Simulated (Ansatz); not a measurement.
# Twisted Ti2CO2 MXene bilayer, 21.79° (70 atoms): support functions against a reference

Aim: test how closely localised support functions follow the reference on twisted Ti2CO2 MXene bilayer, 21.79° (70 atoms), and at what cost. A setting counts as converged where the r.m.s. difference of forces stays under 1 % of the r.m.s. force.

Method: Kohn-Sham DFT, PBE+D4, PAW (set soft_2), plane waves, in Ansatz 0.2.0.

### Step 1. Set-up

The cell holds 70 atoms: 14 C, 28 Ti and 28 O. Cell: a = 8.017 Å, b = 8.017 Å, c = 25.740 Å, α = 90.0°, β = 90.0°, γ = 120.0°. It derives from Ti2CO2 (Ti2CO2 MXene). Ti2CO2 MXene (a = 3.03 Å) under Ti2CO2 MXene (a = 3.03 Å), bilayer, commensurate cell of 7 unit cells a layer, twist 21.79 deg; facing planes 2.86 Å apart; 14 Å of vacuum; layers as built, displaced by a Gaussian of 0.01 Å. Regions: layer 1, 35 atoms (7 C, 14 Ti and 14 O); layer 2, 35 atoms (7 C, 14 Ti and 14 O). Vacuum lies along c.

Before any run, some limits are plain. Beside vacuum, support functions can miss their usual error bounds without a warning. The main run has no spin polarisation, so moments on Ti can't form in it, and no Hubbard term.

### Step 2. Plane-wave single point

This run is the reference for what follows, at a cutoff of 420 eV.

input.yaml

```yaml
crystal:
  lattice:
    - [8.0166, 0.0, 0.0]
    - [-4.0083, 6.94258, 0.0]
    - [0.0, 0.0, 25.74]
  atoms:
    - { symbol: C, position: [0.99903, 0.99984, 0.35809] }
    - { symbol: Ti, position: [0.19092, 0.23709, 0.40965] }
    - { symbol: Ti, position: [0.23963, 0.04885, 0.3066] }
    - { symbol: O, position: [0.23771, 0.05107, 0.44484] }
    - { symbol: O, position: [0.18957, 0.23707, 0.27215] }
    - { symbol: C, position: [0.14345, 0.42962, 0.35837] }
    - { symbol: Ti, position: [0.33282, 0.66801, 0.40899] }
    - { symbol: Ti, position: [0.38222, 0.47911, 0.30694] }
    - { symbol: O, position: [0.37847, 0.47519, 0.44421] }
    - { symbol: O, position: [0.33195, 0.66661, 0.27145] }
    - { symbol: C, position: [0.28644, 0.85955, 0.35753] }
    - { symbol: Ti, position: [0.47738, 0.09799, 0.4087] }
    - { symbol: Ti, position: [0.52241, 0.90338, 0.30659] }
    - { symbol: O, position: [0.52427, 0.90487, 0.44461] }
    - { symbol: O, position: [0.47635, 0.09751, 0.27175] }
    - { symbol: C, position: [0.42866, 0.28496, 0.35804] }
    - { symbol: Ti, position: [0.61898, 0.52197, 0.40958] }
    - { symbol: Ti, position: [0.66797, 0.33542, 0.30659] }
    - { symbol: O, position: [0.6681, 0.33247, 0.44412] }
    - { symbol: O, position: [0.62122, 0.52397, 0.27208] }
    - { symbol: C, position: [0.57173, 0.71566, 0.35832] }
    - { symbol: Ti, position: [0.76143, 0.95275, 0.40874] }
    - { symbol: Ti, position: [0.80747, 0.76071, 0.30762] }
    - { symbol: O, position: [0.80944, 0.76222, 0.44495] }
    - { symbol: O, position: [0.76328, 0.95044, 0.27171] }
    - { symbol: C, position: [0.71008, 0.13928, 0.35788] }
    - { symbol: Ti, position: [0.90491, 0.38093, 0.40909] }
    - { symbol: Ti, position: [0.94997, 0.1889, 0.30723] }
    - { symbol: O, position: [0.95519, 0.19433, 0.44447] }
    - { symbol: O, position: [0.90247, 0.38054, 0.27242] }
    - { symbol: C, position: [0.85559, 0.57166, 0.35732] }
    - { symbol: Ti, position: [0.05162, 0.81164, 0.40923] }
    - { symbol: Ti, position: [0.09581, 0.61974, 0.30747] }
    - { symbol: O, position: [0.09479, 0.61872, 0.44397] }
    - { symbol: O, position: [0.04571, 0.80997, 0.27181] }
    - { symbol: C, position: [0.23269, 0.74365, 0.64095] }
    - { symbol: Ti, position: [0.47193, 0.93304, 0.69256] }
    - { symbol: Ti, position: [0.42377, 0.69545, 0.59123] }
    - { symbol: O, position: [0.42667, 0.69504, 0.72794] }
    - { symbol: O, position: [0.47067, 0.93248, 0.55635] }
    - { symbol: C, position: [0.09243, 0.0286, 0.64127] }
    - { symbol: Ti, position: [0.32925, 0.2204, 0.69244] }
    - { symbol: Ti, position: [0.28284, 0.98299, 0.59061] }
    - { symbol: O, position: [0.28087, 0.98248, 0.72822] }
    - { symbol: O, position: [0.32791, 0.22087, 0.55519] }
    - { symbol: C, position: [0.37613, 0.45623, 0.64156] }
    - { symbol: Ti, position: [0.61559, 0.6485, 0.69309] }
    - { symbol: Ti, position: [0.5656, 0.40809, 0.59093] }
    - { symbol: O, position: [0.5674, 0.4064, 0.72812] }
    - { symbol: O, position: [0.61828, 0.64912, 0.556] }
    - { symbol: C, position: [0.66058, 0.88657, 0.64166] }
    - { symbol: Ti, position: [0.90399, 0.07835, 0.6924] }
    - { symbol: Ti, position: [0.85301, 0.83897, 0.59121] }
    - { symbol: O, position: [0.85369, 0.84129, 0.72863] }
    - { symbol: O, position: [0.90005, 0.07705, 0.55554] }
    - { symbol: C, position: [0.52093, 0.17199, 0.64179] }
    - { symbol: Ti, position: [0.75963, 0.36463, 0.69258] }
    - { symbol: Ti, position: [0.71353, 0.12363, 0.59112] }
    - { symbol: O, position: [0.7105, 0.12531, 0.72877] }
    - { symbol: O, position: [0.75612, 0.36234, 0.55583] }
    - { symbol: C, position: [0.80533, 0.60297, 0.64215] }
    - { symbol: Ti, position: [0.0442, 0.79216, 0.69304] }
    - { symbol: Ti, position: [0.99488, 0.55083, 0.59096] }
    - { symbol: O, position: [0.99653, 0.55392, 0.72841] }
    - { symbol: O, position: [0.04423, 0.79199, 0.55619] }
    - { symbol: C, position: [0.95224, 0.31721, 0.64207] }
    - { symbol: Ti, position: [0.18609, 0.50503, 0.69289] }
    - { symbol: Ti, position: [0.13845, 0.2666, 0.59102] }
    - { symbol: O, position: [0.1389, 0.26489, 0.72784] }
    - { symbol: O, position: [0.18568, 0.50436, 0.55566] }
kpoints:
  mp_grid: { grid: [2, 2, 1] }
hamiltonian:
  xc: pbe
  dispersion: d4
scf:
  occupations: { method: gaussian, width: 0.05 }
output:
  forces: true
  populations: intrinsic
  dos:
    method: { smearing: { sigma: 0.15 } }
    de: 0.1
    projected:
      site_lists:
        C: [C]
        O: [O]
        Ti: [Ti]
        layer_1: [0, 1, 2, 3, 4, 5, 6, 7, 8, 9, 10, 11, 12, 13, 14, 15, 16, 17, 18, 19, 20, 21, 22, 23, 24, 25, 26, 27, 28, 29, 30, 31, 32, 33, 34]
        layer_2: [35, 36, 37, 38, 39, 40, 41, 42, 43, 44, 45, 46, 47, 48, 49, 50, 51, 52, 53, 54, 55, 56, 57, 58, 59, 60, 61, 62, 63, 64, 65, 66, 67, 68, 69]
  eigenvalues: true
  write_density: true
  write_potential: true
  volumetric_format: npy
```

Run with:

```bash
$ ansatz run input.yaml --threads 8 --pin off --max-ram 15872MiB --backend cpu --events-out ev --progress --plain --runs-dir out
```

Numbers of over 12 decimals in the logs are rounded to 6 here.

What it wrote:

```text
Engine: ansatz 0.2.0, aarch64-unknown-linux-gnu
Pseudopotentials: kind: paw
Pseudopotential: C, paw, valence charge 4, recommended cutoff 420 eV (normal), C.paw.azcp
Pseudopotential: Ti, paw, valence charge 12, recommended cutoff 420 eV (normal), Ti.paw.azcp
Pseudopotential: O, paw, valence charge 6, recommended cutoff 420 eV (normal), O.paw.azcp
[... 5 lines on functional and potentials left out ...]
Crystal: 70 atoms, lattice volume = 1432.583 Å³
Basis set: ecut = 420 eV, 28053 PW (Γ), exchange–correlation on 108×108×360 points (8 copies of the dense FFT grid, shifted against one another)
Bands: 350, of which v1, the nominal top of the filled ones, is band 280 counted from 1 (279 counted from 0)
Symmetry: 1 space group operations
Space group: P1 (ITA 1), of the structure as read, at distance tolerance 1.1e-4 Å
k-points: 4
[... 7 lines on functional and potentials left out ...]
Initial density: superposition of atomic densities (neutral atoms: chi_scale 0, normalization atom), corrected by the library's trained network
Initial wavefunctions: pseudopotential atomic-orbital guess
Functional: x = pbe(κ = 0.804, μ = 0.219515), c = pbe(β = 0.066725)
SCF iter   1: F=—  HF=-89478.580785 eV  |F-HF|=—  |Δ(HF+E_count)|=         —  Δρ=5.48e-3  dr2=6.68e-1  ethr=1.77e-3  ⟨swp⟩=6.2  Hψ=5850  notcnv=0
preconditioner: auto → Resta (q_TF=auto, 2.333 Å⁻¹)  ε∞=5.3  [insulator: Δε(μ)=0.296 eV  Ē_g=8.651 eV  σ=0.050 eV  W_gap=1.00  n_scr=288 (ndim 8)  ℏωp=18.0 eV  f_vac=0.471  D(μ)=0.00/eV (n_scr^D=0)  ε∞_Penn≈5.3  vacuum switching on, ρ_ref=5.4e-3 e/Å³]
SCF iter   2: F=—  HF=-89478.488871 eV  |F-HF|=—  |Δ(HF+E_count)|=   9.19e-2  Δρ=3.31e-3  dr2=2.39e-1  ethr=1.19e-4  ⟨swp⟩=2.2  Hψ=2231  notcnv=0  defer=222
SCF iter   3: F=—  HF=-89478.465818 eV  |F-HF|=—  |Δ(HF+E_count)|=   2.31e-2  Δρ=1.61e-3  dr2=8.80e-2  ethr=4.27e-5  ⟨swp⟩=2.0  Hψ=1758  notcnv=0  defer=222
SCF iter   4: F=—  HF=-89478.465388 eV  |F-HF|=—  |Δ(HF+E_count)|=   4.29e-4  Δρ=1.32e-3  dr2=5.49e-2  ethr=1.57e-5  ⟨swp⟩=3.0  Hψ=1673  notcnv=0  defer=222
SCF iter   5: F=—  HF=-89478.461315 eV  |F-HF|=—  |Δ(HF+E_count)|=   4.07e-3  Δρ=3.58e-4  dr2=3.57e-3  ethr=9.81e-6  ⟨swp⟩=2.0  Hψ=1740  notcnv=0  defer=222
SCF iter   6: F=—  HF=-89478.460513 eV  |F-HF|=—  |Δ(HF+E_count)|=   8.02e-4  Δρ=2.98e-4  dr2=2.33e-3  ethr=6.38e-7  ⟨swp⟩=3.0  Hψ=1865  notcnv=0  defer=222
SCF iter   7: F=—  HF=-89478.459938 eV  |F-HF|=—  |Δ(HF+E_count)|=   5.75e-4  Δρ=1.12e-4  dr2=2.25e-4  ethr=4.17e-7  ⟨swp⟩=2.0  Hψ=1675  notcnv=0  defer=222
SCF iter   8: F=—  HF=-89478.459859 eV  |F-HF|=—  |Δ(HF+E_count)|=   7.88e-5  Δρ=5.29e-5  dr2=5.89e-5  ethr=4.02e-8  ⟨swp⟩=2.2  Hψ=1844  notcnv=0  defer=222
SCF iter   9: F=—  HF=-89478.460087 eV  |F-HF|=—  |Δ(HF+E_count)|=   2.27e-4  Δρ=3.60e-5  dr2=2.77e-5  ethr=1.05e-8  ⟨swp⟩=3.0  Hψ=2278  notcnv=0  defer=214
SCF iter  10: F=—  HF=-89478.460081 eV  |F-HF|=—  |Δ(HF+E_count)|=   5.22e-6  Δρ=1.03e-5  dr2=1.67e-6  ethr=4.95e-9  ⟨swp⟩=2.0  Hψ=1716  notcnv=0  defer=214
SCF iter  11: F=—  HF=-89478.460083 eV  |F-HF|=—  |Δ(HF+E_count)|=   1.30e-6  Δρ=5.98e-6  dr2=8.96e-7  ethr=2.98e-10  ⟨swp⟩=3.2  Hψ=2457  notcnv=0  defer=214
SCF iter  12: F=—  HF=-89478.460083 eV  |F-HF|=—  |Δ(HF+E_count)|=   1.87e-8  Δρ=3.05e-6  dr2=2.01e-7  ethr=1.60e-10  ⟨swp⟩=2.0  Hψ=1712  notcnv=0  defer=214
SCF iter  13: F=-89478.460083 eV  HF=-89478.460083 eV  |F-HF|=4.00e-8  |Δ(HF+E_count)|=   9.69e-8  Δρ=1.76e-6  dr2=8.91e-8  ethr=1.79e-11  ⟨swp⟩=18.2  Hψ=11377  notcnv=0
SCF 1 converged in 13 iterations: F = -89478.460083 eV  dr2 = 8.91e-8
  greatest PAW one-centre occupation: 0.999 electrons in one spin orbital (limit 2), on the Ti atom at site 1 (counted from 0), in its partial waves of l = 0
WARN: The output density's exchange-correlation potential varies sharply where the density is thin. Do not read a vacuum level from v_tot or v_xc, or from such a field of the output density. On a cell that repeats whose density bears no net charge and no dipole along the vacuum's axis use v_es (v_loc + v_h of the components); [...]
SCF converged after 13 iterations
Free energy (F): -89478.460083 eV
Harris-Foulkes:  -89478.460083 eV  (|F-HF|=4.00e-8)
Internal energy: -89478.460043 eV  (E = F + TS)
E sigma→0 (E₀):  -89478.460063 eV
Entropy (-TS):   -0.000040 eV (-0.001 meV/atom)
Fermi energy:    3.567899 eV
--- Per-component energies (eV) ---
  E_band       = -9340.425846
  E_kinetic    = 13777.648312
  E_local      = -507999.106634  (includes V_loc(G=0)·N_el)
  E_nonlocal   = 1826.184227
  E_hartree    = 247884.073892
  E_xc         = -5505.858940
  E_vxc        = -6935.268445  (∫ρ·V_xc dr)
  E_paw        = -35082.682817  (= ΣΔE_a)
  E_vpaw       = -5778.220499  (= ΣTr[D̂ρ^β])
  E_aug_tail   = 0.073310  (compensation charges beyond the density's cutoff)
  E_ewald      = 195634.409979
  E_disp       = -13.201372  (pairwise vdW)
  E_smearing   = -0.000040  (= −TS)
  E_closure    = 0.000000  (closes the sum)
  Σ components = -89478.460083   (vs F -89478.460083, Δ=0.00e0)
--- Forces (eV/Å), atoms counted from 1 ---
  atom   1  C      0.03063750     0.02897646     0.16297175
  atom   2  Ti    -0.22420662     0.18190688    -0.31566006
  atom   3  Ti    -0.26914327    -0.06161681     0.11325936
  atom   4  O      0.22036738    -0.33632860    -0.17006436
  atom   5  O     -0.04551511     0.18813034     0.10021207
  atom   6  C     -0.09862148     0.02720259    -0.25904290
  atom   7  Ti     0.28718025    -0.09355165    -0.07584305
  atom   8  Ti    -0.09903576    -0.38683122     0.35398875
  atom   9  O      0.17537020     0.17009330    -0.09805415
  atom  10  O      0.10097875    -0.01365267     0.09244751
  atom  11  C     -0.02213693    -0.22216762     0.25610552
  atom  12  Ti     0.17515977    -0.19814661    -0.24730242
  atom  13  Ti     0.10037589     0.28248360     0.23527696
  atom  14  O     -0.09572775    -0.00668369    -0.28828291
[...]
atom  69  O     -0.10694576     0.21877463    -0.04986406
  atom  70  O     -0.02553233     0.02746325     0.12153996
  max |Σ_I F_I| component: 4.68e-5 eV/Å
--- Band table (eV) ---
  k-point 0: bands = ["-54.3285", "-54.3237", "-54.3067", "-54.2970", [... 334 levels ...], "5.8458", "5.8535", "5.8559", "5.8692", "5.8772", "5.8844", "5.8950", "5.8985", "5.9091", "5.9168", "5.9229", "5.9366"]
[...]
--- intrinsic populations: 70 sites ---
  site symbol       q [e]
     0      C      4.9488
     1     Ti     10.8867
     2     Ti     10.8783
[...]
69      O      6.6392
  spilling = -0.000000 (of n_electrons = 560.000000)
```

The job ended after 57 s (8 threads of Arm Neoverse V2, shared host; peak memory 8.8 GiB; 7.3 min of CPU time).

The program notes that the exchange-correlation potential is rough where the density is thin.

Read from the output:

* free energy: -89478.4601 eV
* free energy per atom: -1278.2637 eV/atom
* SCF cycles: 13
* r.m.s. force component: 0.1873 eV/Å
* longest force: 0.6099 eV/Å
* Fermi energy: 3.568 eV
* gap (highest filled to lowest empty level): 0.2499 eV
* potential in mid-vacuum, over the Fermi level: 5.638 eV
* potential 4.5 Å over the upper face: 5.649 eV
* potential 4.5 Å under the lower face: 5.628 eV

The r.m.s. force component of 0.19 eV/Å sets the scale for the differences below.

### Step 3. Support functions low

The cell is solved in localised support functions.

This step: Kohn-Sham DFT, PBE+D4, PAW (set soft_2), localised support functions (low) (Ansatz 0.2.0).

input.yaml, the sections that differ from step 2:

```yaml
scf:
  occupations: { method: gaussian, width: 0.05 }
  eigensolver: { kind: { support_functions: { accuracy: low } } }
  mixing: { beta: 0.2 }
  max_iter: 150
output:
  forces: true
  eigenvalues: true
# crystal, kpoints, hamiltonian: as in step 2
```

What it wrote:

```text
Warning: scf.eigensolver.kind.support_functions: disabling space-group detection — the functions' gradient is summed over unrotated k-points, so no spatial operation reduces the k-mesh or symmetrises the density; time reversal is kept, so that k and −k are solved as one point where they differ and the mesh holds both, and exact exchange and, on two spinor components, a DFT+U term hold to it where the run has them: [...]
settings of this run that can trade accuracy for cost: scf.eigensolver.kind.support_functions; scf.eigensolver.kind.support_functions.accuracy: low [...]
[...]
Crystal: 70 atoms, lattice volume = 1432.583 Å³
Basis set: ecut = 420 eV, 28053 PW (Γ), exchange–correlation on 120×120×360 points (8 copies of the dense FFT grid, shifted against one another)
Bands: 336, of which v1, the nominal top of the filled ones, is band 280 counted from 1 (279 counted from 0)
Symmetry: 1 space group operations
k-points: 4
[...]
SCF iter   1: F=—  HF=-89560.460622 eV  |F-HF|=—  |Δ(HF+E_count)|=         —  Δρ=1.58e-1  dr2=4.34e2  ethr=1.00e-1
[...]
SCF iter  18: F=—  HF=-89478.753447 eV  |F-HF|=—  |Δ(HF+E_count)|=   6.45e-4  Δρ=4.61e-5  dr2=1.92e-5  ethr=9.29e-9  κ⁻¹=1.3e-5(r=7)
SCF iter  19: F=-89478.754019 eV  HF=-89478.754022 eV  |F-HF|=2.92e-6  |Δ(HF+E_count)|=   5.75e-4  Δρ=2.50e-5  dr2=7.88e-6  ethr=3.42e-9
SCF 1 converged in 19 iterations: F = -89478.766335 eV  dr2 = 7.88e-6
[...]
SCF converged after 19 iterations
Stability not checked: this state was not tested for a lower state beside it, because the mixer in use, unlike msr1, does not test its closes by its own steps (another_mixer; see scf.mixing.algorithm and scf.lower_state_search)
Free energy (F): -89478.766335 eV
[...]
Internal energy: -89478.766293 eV  (E = F + TS)
E sigma→0 (E₀):  -89478.766314 eV
Entropy (-TS):   -0.000043 eV (-0.001 meV/atom)
Fermi energy:    3.568676 eV
[...]
Σ components = -89478.766335   (vs F -89478.766335, Δ=0.00e0)
--- Forces (eV/Å), atoms counted from 1 ---
  atom   1  C      0.03059542     0.02909064     0.16299089
  atom   2  Ti    -0.22409992     0.18157573    -0.31880952
  atom   3  Ti    -0.26876167    -0.06148171     0.11528655
  atom   4  O      0.22005971    -0.33641912    -0.16939947
[...]
atom  70  O     -0.02571248     0.02741898     0.12132281
  max |Σ_I F_I| component: 4.53e-4 eV/Å
--- Band table (eV) ---
[...]
```

The job ended after 2.8 min (8 threads; peak memory 4.5 GiB; 21 min of CPU time).

The program notes that the band table was not solved further than the SCF left it and it switched symmetry off.

Keys that differ from the reference: support_functions.accuracy = "low", scf.max_iter = 150 and scf.mixing.beta = 0.2.

Forces differ from the reference by 1.0 meV/Å r.m.s., 0.54 % of their size, within a tolerance of 1 %; the energy by -4.4 meV/atom. It took 2.8 min and 19 cycles; the reference's time can't be set against it, since the two runs asked for unlike analyses.

### Step 4. Support functions medium

The cell is solved in localised support functions. Besides, the program derives a nominal cutoff of 464 eV for this run, against the reference's 420.

This step: Kohn-Sham DFT, PBE+D4, PAW (set soft_2), localised support functions (medium) (Ansatz 0.2.0).

input.yaml, the sections that differ from step 3:

```yaml
scf:
  occupations: { method: gaussian, width: 0.05 }
  eigensolver: { kind: { support_functions: { accuracy: medium } } }
  mixing: { beta: 0.2 }
  max_iter: 150
# crystal, kpoints, hamiltonian, output: as in step 3
```

What it wrote:

```text
[...]
Warning: basis.ecutwfc = 464 eV, auto-derived: no grid that the accuracy of the support functions lays serves the files at the lower one that their records recommend; a deck with other species or settings can derive another value
[...]
Crystal: 70 atoms, lattice volume = 1432.583 Å³
Basis set: ecut = 464 eV, 32521 PW (Γ), exchange–correlation on 120×120×384 points (8 copies of the dense FFT grid, shifted against one another)
Bands: 336, of which v1, the nominal top of the filled ones, is band 280 counted from 1 (279 counted from 0)
Symmetry: 1 space group operations
k-points: 4
[...]
SCF iter   1: F=—  HF=-89560.464690 eV  |F-HF|=—  |Δ(HF+E_count)|=         —  Δρ=1.58e-1  dr2=4.34e2  ethr=1.00e-1
[...]
SCF iter  21: F=—  HF=-89478.755031 eV  |F-HF|=—  |Δ(HF+E_count)|=   2.99e-7  Δρ=7.17e-6  dr2=1.64e-6  ethr=7.64e-10  κ⁻¹=1.1e-5(r=7)
SCF iter  22: F=-89478.755029 eV  HF=-89478.755030 eV  |F-HF|=6.04e-7  |Δ(HF+E_count)|=   7.66e-7  Δρ=5.56e-6  dr2=6.90e-7  ethr=2.93e-10
SCF 1 converged in 22 iterations: F = -89478.766522 eV  dr2 = 6.90e-7
[...]
SCF converged after 22 iterations
[...]
Free energy (F): -89478.766522 eV
[...]
Internal energy: -89478.766481 eV  (E = F + TS)
E sigma→0 (E₀):  -89478.766502 eV
Entropy (-TS):   -0.000041 eV (-0.001 meV/atom)
Fermi energy:    3.568423 eV
[...]
Σ components = -89478.766522   (vs F -89478.766522, Δ=0.00e0)
--- Forces (eV/Å), atoms counted from 1 ---
  atom   1  C      0.03065286     0.02914346     0.16294207
  atom   2  Ti    -0.22411899     0.18156907    -0.31840551
  atom   3  Ti    -0.26878587    -0.06160744     0.11516439
  atom   4  O      0.22001684    -0.33633140    -0.16992675
[...]
atom  70  O     -0.02573226     0.02741009     0.12164158
  max |Σ_I F_I| component: 5.01e-4 eV/Å
--- Band table (eV) ---
[...]
```

Run time: 3.1 min. Hardware: 8 threads; peak memory 4.6 GiB; 24 min of CPU time.

Keys that differ from the reference: support_functions.accuracy = "medium", scf.max_iter = 150 and scf.mixing.beta = 0.2.

Forces differ from the reference by 0.91 meV/Å r.m.s., 0.48 % of their size, within a tolerance of 1 %; the energy by -4.4 meV/atom. It took 3.1 min and 22 cycles; the reference's time can't be set against it, since the two runs asked for unlike analyses.

(Continued in part 2 of 2.)

[Logs are printed without paths, hosts, clocks, repeated set-up lines and the standing remarks that a program may print on its own settings, such as how far it seeks lower states.]

[Hosts, paths, dates, database ids (printed as entryN), source tags and the programs' standing remarks are cut or masked in the printed files.]
